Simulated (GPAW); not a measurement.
# Collinear magnetic orders of MnSi15 (Si32 Mn2 d4p50) with GPAW, part 2 of 2

Does MnSi15 (Si32 Mn2 d4p50) prefer parallel or opposed moments, or none?

GPAW 26.7.0; PBE; plane waves with GPAW's PAW setups, scalar-relativistic.

So far. Step 2 (Start 1: ferro ++): After 35 cycles the largest moment stands at 2.85 μB.

**3. Run 2 (antiferro +-)**

Another pattern of signs weighs the neighbour shells otherwise.

order2.py reads:

```python
import json
import numpy as np
from ase import Atoms
from ase.parallel import paropen, parprint
from gpaw import GPAW

atoms = Atoms(['Mn', 'Si', 'Si', 'Mn', 'Si', 'Si', 'Si', 'Si', 'Si', 'Si', 'Si', 'Si', 'Si', 'Si', 'Si', 'Si', 'Si', 'Si', 'Si', 'Si', 'Si', 'Si', 'Si', 'Si', 'Si', 'Si', 'Si', 'Si', 'Si', 'Si', 'Si', 'Si'],
    cell=[[10.862, 0.0, 0.0],
         [0.0, 10.862, 0.0],
         [0.0, 0.0, 5.431]],
    scaled_positions=[[0.0, 0.0, 0.0],
         [0.125, 0.125, 0.25],
         [0.0, 0.25, 0.5],
         [0.125, 0.375, 0.75],
         [0.25, 0.0, 0.5],
         [0.375, 0.125, 0.75],
         [0.25, 0.25, 0.0],
         [0.375, 0.375, 0.25],
         [0.0, 0.5, 0.0],
         [0.125, 0.625, 0.25],
         [0.0, 0.75, 0.5],
         [0.125, 0.875, 0.75],
         [0.25, 0.5, 0.5],
         [0.375, 0.625, 0.75],
         [0.25, 0.75, 0.0],
         [0.375, 0.875, 0.25],
         [0.5, 0.0, 0.0],
         [0.625, 0.125, 0.25],
         [0.5, 0.25, 0.5],
         [0.625, 0.375, 0.75],
         [0.75, 0.0, 0.5],
         [0.875, 0.125, 0.75],
         [0.75, 0.25, 0.0],
         [0.875, 0.375, 0.25],
         [0.5, 0.5, 0.0],
         [0.625, 0.625, 0.25],
         [0.5, 0.75, 0.5],
         [0.625, 0.875, 0.75],
         [0.75, 0.5, 0.5],
         [0.875, 0.625, 0.75],
         [0.75, 0.75, 0.0],
         [0.875, 0.875, 0.25]],
    pbc=True,
    magmoms=[4.5, 0.0, 0.0, -4.5, 0.0, 0.0, 0.0, 0.0, 0.0, 0.0, 0.0, 0.0, 0.0, 0.0, 0.0, 0.0, 0.0, 0.0, 0.0, 0.0, 0.0, 0.0, 0.0, 0.0, 0.0, 0.0, 0.0, 0.0, 0.0, 0.0, 0.0, 0.0])
atoms.calc = GPAW(mode={'name': 'pw', 'ecut': 450},
    xc='PBE',
    kpts={'size': (3, 3, 5), 'gamma': True},
    occupations={'name': 'fermi-dirac', 'width': 0.05},
    convergence={'density': 1e-05, 'energy': 1e-05},
    maxiter=200,
    mixer={'name': 'pulay', 'beta': 0.05, 'nmaxold': 6, 'weight': 50},
    symmetry={'tolerance': 1e-4},
    txt='order2.txt')
e = atoms.get_potential_energy(force_consistent=True)
res = {'free_energy': e, 'energy_sigma0': atoms.get_potential_energy(), 'fermi_energy': atoms.calc.get_fermi_level()}
res['moments'] = atoms.get_magnetic_moments().tolist()
res['total'] = atoms.get_magnetic_moment()
parprint('site moments (muB):', np.round(res['moments'], 3))
parprint(f"total moment: {res['total']:.3f} muB")
parprint(f'free energy: {e:.6f} eV')
atoms.calc.write('order2.gpw')
with paropen('results.json', 'w') as f:
    json.dump(res, f)
```

Command:

```bash
> OMP_NUM_THREADS=1 mpirun -n 4 gpaw python order2.py > order2.log
```

Numbers of over 12 decimals in the logs are rounded to 6 here.

The log of the run:

```text
site moments (muB): [ 2.757e+00 -5.300e-02  5.300e-02 -2.757e+00  8.000e-03 -4.000e-03
  5.500e-02 -8.000e-03  4.900e-02 -8.000e-03  8.000e-03 -4.900e-02
  5.100e-02 -6.000e-03  5.000e-03 -0.000e+00  3.000e-03 -0.000e+00
  0.000e+00 -3.000e-03  8.000e-03 -5.500e-02  4.000e-03 -8.000e-03
 -1.000e-03 -2.000e-03  2.000e-03  1.000e-03  0.000e+00 -5.000e-03
  6.000e-03 -5.100e-02]
total moment: 0.000 muB
free energy: -176.784323 eV

--- order2.txt ---
Input parameters:
  mode=PW(ecut=450),
  convergence={'density': 1e-05, 'energy': 1e-05},
  kpts=MonkhorstPack(size=(3, 3, 5), gamma=True),
  maxiter=200,
  mixer=Pulay(name='pulay', nmaxold=6, beta=0.05, weight=50, sigma=0.015, g_ss=None),
  occupations=Occupations(name='fermi-dirac', width=0.05),
  symmetry=Symmetry(tolerance=0.0001),
  xc=XC(name='PBE')

Diagonalizing LCAO Hamiltonian
Converting LCAO to pw mode
        .--------------------------.
       /|                          |
      / |                          |
     /  |  Si           Si         |
    /   |      Si            Si    |
   /  Si|           Si             |
  /    Mn        Si  Si        Si  |
 *      .--Si------------Si--------.
 |     / Si Si        Si Si       /
 | Si /      Si Si         Si    /
 |   Si Si    Si  Si Si    Si   /
 |  /Si            Si          /
 | /     Si            Si     /
 |/                          /
 Mn------------Si-----------*

Atoms  # Å, Bohr magnetons
|    | symbol |        x |        y |        z |    initial magnetic moments |
|----|--------|----------|----------|----------|-----------------------------|
|  0 |     Mn | 0.000000 | 0.000000 | 0.000000 | ( 0.0000,  0.0000,  4.5000) |
|  1 |     Si | 1.357750 | 1.357750 | 1.357750 | ( 0.0000,  0.0000,  0.0000) |
|  2 |     Si | 0.000000 | 2.715500 | 2.715500 | ( 0.0000,  0.0000,  0.0000) |
|  3 |     Mn | 1.357750 | 4.073250 | 4.073250 | ( 0.0000,  0.0000, -4.5000) |
|  4 |     Si | 2.715500 | 0.000000 | 2.715500 | ( 0.0000,  0.0000,  0.0000) |
|  5 |     Si | 4.073250 | 1.357750 | 4.073250 | ( 0.0000,  0.0000,  0.0000) |
|  6 |     Si | 2.715500 | 2.715500 | 0.000000 | ( 0.0000,  0.0000,  0.0000) |
|  7 |     Si | 4.073250 | 4.073250 | 1.357750 | ( 0.0000,  0.0000,  0.0000) |
|  8 |     Si | 0.000000 | 5.431000 | 0.000000 | ( 0.0000,  0.0000,  0.0000) |
|  9 |     Si | 1.357750 | 6.788750 | 1.357750 | ( 0.0000,  0.0000,  0.0000) |
| 10 |     Si | 0.000000 | 8.146500 | 2.715500 | ( 0.0000,  0.0000,  0.0000) |
| 11 |     Si | 1.357750 | 9.504250 | 4.073250 | ( 0.0000,  0.0000,  0.0000) |
| 12 |     Si | 2.715500 | 5.431000 | 2.715500 | ( 0.0000,  0.0000,  0.0000) |
| 13 |     Si | 4.073250 | 6.788750 | 4.073250 | ( 0.0000,  0.0000,  0.0000) |
[...]
| 24 |     Si | 5.431000 | 5.431000 | 0.000000 | ( 0.0000,  0.0000,  0.0000) |
| 25 |     Si | 6.788750 | 6.788750 | 1.357750 | ( 0.0000,  0.0000,  0.0000) |
| 26 |     Si | 5.431000 | 8.146500 | 2.715500 | ( 0.0000,  0.0000,  0.0000) |
| 27 |     Si | 6.788750 | 9.504250 | 4.073250 | ( 0.0000,  0.0000,  0.0000) |
| 28 |     Si | 8.146500 | 5.431000 | 2.715500 | ( 0.0000,  0.0000,  0.0000) |
| 29 |     Si | 9.504250 | 6.788750 | 4.073250 | ( 0.0000,  0.0000,  0.0000) |
| 30 |     Si | 8.146500 | 8.146500 | 0.000000 | ( 0.0000,  0.0000,  0.0000) |
| 31 |     Si | 9.504250 | 9.504250 | 1.357750 | ( 0.0000,  0.0000,  0.0000) |

Unit cell  # Å
| periodic |         x |         y |        z |   lengths |    angles |
|----------|-----------|-----------|----------|-----------|-----------|
|      yes | 10.862000 |  0.000000 | 0.000000 | 10.862000 | 90.000000 |
|      yes |  0.000000 | 10.862000 | 0.000000 | 10.862000 | 90.000000 |
|      yes |  0.000000 |  0.000000 | 5.431000 |  5.431000 | 90.000000 |

Number of symmetries: 1

BZ-sampling:
  Number of BZ points: 45
  Number of IBZ points: 23

  Monkhorst-Pack size: [3, 3, 5]
  Monkhorst-Pack shift: [0, 0, 0]

Plane wave coefficients: 13930
Cutoff: 450.000000 eV

Spin-components: 2 (collinear spins)
Bands:           94
Projectors:      162
Spin-degeneracy: 1
Datatype:        complex128

Parallelization:
  kpt:    4
  domain: 1
  band:   1

Density:
  Valence electrons: 150.0
  Components: 2
  Grid points: [54 54 27]
  Charge: 0.0  # |e|

Potential:
  Grid points: [54 54 27]

[... setups left out ...]
Reference energy: -299618.503652  # eV

eigensolver:
  PPCG
  Converge bands: occupied
  niter=2

density mixing:
  Pulay-Mixer
  Linear mixing parameters: 0.05
  Old densities: 6
  Fourier metric: weight=50, sigma=0.015

occupation numbers:
  Fermi-Dirac:
    width: 0.0500  # eV

poisson solver:
  ecut: 3600.000000  # eV

xc functional:
  name: PBE with 2 nearest neighbor stencil

convergence criteria:
- Maximum integral of absolute [dens]ity change: 1e-05 electrons / valence electron
- Maximum [total energy] change in last 3 cyles: 1e-05 eV / valence electron
- Maximum integral of absolute [eigenst]ate change: 4e-08 eV^2 / valence electron
maximum number of iterations: 200

SCF iterations
|iter     |      energy | eigst |  dens |  magmom |
|---------|-------------|-------|-------|---------|
|iter:   1|       0s | -177.230716 | +0.30 |       |  -0.0000|
|iter:   2|      25s | -177.146989 | -1.00 | -0.82 |  -0.0000|
|iter:   3|      51s | -176.951006 | -2.08 | -0.86 |  -0.0000|
|iter:   4|      76s | -176.862686 | -1.01 | -0.90 |  +0.0000|
|iter:   5|     102s | -176.624251 | -2.10 | -1.57 |  -0.0000|
|iter:   6|     127s | -176.671416 | -2.52 | -1.61 |  -0.0000|
|iter:   7|     153s | -176.654495 | -3.17 | -1.73 |  -0.0000|
|iter:   8|     179s | -176.731812 | -2.69 | -1.77 |  -0.0000|
|iter:   9|     204s | -176.726391 | -3.69 | -2.12 |  -0.0000|
|iter:  10|     230s | -176.732431 | -3.17 | -2.18 |  -0.0000|
[... 15 iterations left out ...]
|iter:  26|     640s | -176.738906c| -7.28 | -4.12 |  +0.0000|
|iter:  27|     666s | -176.738906c| -7.73c| -4.11 |  +0.0000|
|iter:  28|     692s | -176.738903c| -7.44c| -4.18 |  +0.0000|
|iter:  29|     705s | -176.738903c| -8.40c| -4.35 |  +0.0000|
|iter:  30|     718s | -176.738900c| -7.50c| -4.41 |  +0.0000|
|iter:  31|     730s | -176.738899c| -7.78c| -4.57 |  +0.0000|
|iter:  32|     743s | -176.738897c| -7.69c| -4.66 |  +0.0000|
|iter:  33|     756s | -176.738897c| -7.88c| -4.79 |  +0.0000|
|iter:  34|     769s | -176.738896c| -8.07c| -4.91 |  +0.0000|
|iter:  35|     782s | -176.738895c| -8.43c| -5.02c|  +0.0000|

Converged in 35 steps
Energy contributions relative to reference atoms: (reference = -299618.503652)

Energy contributions:
  Kinetic:         239.636107
  Coulomb:        -209.893337
  Zero:              0.011931
  External:          0.000000
  Xc:             -206.448170
  Entropy:          -0.090856
  Spinorbit:         0.000000
  ----------------------------
  Free energy:    -176.784323
  Extrapolated:   -176.738895

dipole moment: (-95.231570, -95.307104, -94.982902)  # |e|*Ang

Total magnetic moment: (0.000000, 0.000000, 0.000003)

Local magnetic moments
|        x |        y |         z |
|----------|----------|-----------|
| 0.000000 | 0.000000 |  2.757498 |  # Mn   0
| 0.000000 | 0.000000 | -0.052538 |  # Si   1
| 0.000000 | 0.000000 |  0.052538 |  # Si   2
| 0.000000 | 0.000000 | -2.757498 |  # Mn   3
| 0.000000 | 0.000000 |  0.007848 |  # Si   4
| 0.000000 | 0.000000 | -0.003720 |  # Si   5
| 0.000000 | 0.000000 |  0.055142 |  # Si   6
| 0.000000 | 0.000000 | -0.008373 |  # Si   7
| 0.000000 | 0.000000 |  0.048957 |  # Si   8
| 0.000000 | 0.000000 | -0.008373 |  # Si   9
| 0.000000 | 0.000000 |  0.008373 |  # Si  10
| 0.000000 | 0.000000 | -0.048957 |  # Si  11
[...]
| 0.000000 | 0.000000 | -0.000731 |  # Si  24
| 0.000000 | 0.000000 | -0.002126 |  # Si  25
| 0.000000 | 0.000000 |  0.002126 |  # Si  26
| 0.000000 | 0.000000 |  0.000732 |  # Si  27
| 0.000000 | 0.000000 |  0.000367 |  # Si  28
| 0.000000 | 0.000000 | -0.005381 |  # Si  29
| 0.000000 | 0.000000 |  0.006381 |  # Si  30
| 0.000000 | 0.000000 | -0.050952 |  # Si  31

Fermi level: 5.397
Eigenvalues  # (at kpt = [0.000, 0.000, 0.000])
| band index |      eig [eV] | occ [0-1] |      eig [eV] | occ [0-1] |
|------------|---------------|-----------|---------------|-----------|
|          0 |       -75.191 |     1.000 |       -75.191 |     1.000 |
|        ... |               |           |               |           |
|         67 |         3.833 |     1.000 |         3.833 |     1.000 |
|         68 |         3.887 |     1.000 |         3.887 |     1.000 |
|         69 |         3.920 |     1.000 |         3.920 |     1.000 |
|         70 |         4.165 |     1.000 |         4.165 |     1.000 |
|         71 |         4.394 |     1.000 |         4.394 |     1.000 |
|         72 |         4.483 |     1.000 |         4.483 |     1.000 |
|         73 |         4.548 |     1.000 |         4.548 |     1.000 |
|         74 |         5.395 |     0.513 |         5.395 |     0.513 |
|         75 |         5.490 |     0.136 |         5.490 |     0.136 |
|         76 |         5.569 |     0.031 |         5.569 |     0.031 |
|         77 |         5.791 |     0.000 |         5.791 |     0.000 |
|         78 |         5.889 |     0.000 |         5.889 |     0.000 |
|         79 |         6.095 |     0.000 |         6.095 |     0.000 |
|         80 |         6.216 |     0.000 |         6.216 |     0.000 |
|         81 |         6.255 |     0.000 |         6.255 |     0.000 |
|         82 |         6.341 |     0.000 |         6.341 |     0.000 |
|        ... |               |           |               |           |
|         93 |         7.849 |     0.000 |         7.849 |     0.000 |

No gap
No difference between direct/indirect transitions
```

Elapsed: 14 min, on 4 MPI ranks of Intel Xeon Platinum 8488C (Sapphire Rapids), shared host; peak memory 2.8 GiB.

Spin moment in the augmentation sphere by element, in μB:

```tsv
element	atoms	mean	spread (r.m.s.)	least	largest
Mn	2	0.00	2.76	-2.76	2.76
Si	30	0.00	0.03	-0.06	0.06
```

The atoms farthest from the mean of their element:

```tsv
atom	x, y, z (Å)	spin moment in the augmentation sphere (μB)
Mn1	0.00, 0.00, 0.00	2.76
Mn4	1.36, 4.07, 4.07	-2.76
Si22	9.50, 1.36, 4.07	-0.06
Si7	2.72, 2.72, 0.00	0.06
Si2	1.36, 1.36, 1.36	-0.05
Si3	0.00, 2.72, 2.72	0.05
Si32	9.50, 9.50, 1.36	-0.05
Si13	2.72, 5.43, 2.72	0.05
```

Numbers from this step:

```
magnetization : 0 μB
final state   : antiferromagnetic
```

It lies 94.2 meV a seeded atom over the first start, and its largest moment is 2.76 μB against 2.85 μB.

**4. Ranking**

These are free energies at a smearing of 0.05 eV, so its entropy term is in the differences. They are divided by the number of seeded atoms, so that cells of unlike size compare.

Orders:

```tsv
start	final state	typed order kept	energy over the lowest (meV a seeded atom)	largest site moment (μB)	net moment (μB a primitive cell)	mesh matched	CPU time (s)
ferro ++	ferromagnetic	yes	0	2.847	5.975	yes	3318
antiferro +-	antiferromagnetic	yes	94.16	2.757	0	yes	3309
```

**5. Summary of results**

| Item | Value |
| --- | --- |
| lowest state found | ferromagnetic (typed ferro ++) |
| largest site moment | 2.85 μB |
| next state | antiferromagnetic, 94.2 meV a seeded atom higher |

**Reading.** The lowest state found is ferromagnetic, reached from the start ferro ++, with moments up to 2.85 μB. The next state costs 94 meV a seeded atom. This is the lowest of 2 finished starts, no proof of the ground state.

[Logs and program files are shortened in this print: banners, set-up blocks, solver, clock and traceback lines can be left out without a mark of their own.]

[Logs are printed without paths, hosts, clocks, repeated set-up lines and the standing remarks that a program may print on its own settings, such as how far it seeks lower states.]

[Hosts, paths, dates, database ids (printed as entryN), source tags and the programs' standing remarks are cut or masked in the printed files.]

[Where a cell is said to come from a database of computed structures, the database is the Materials Project.]
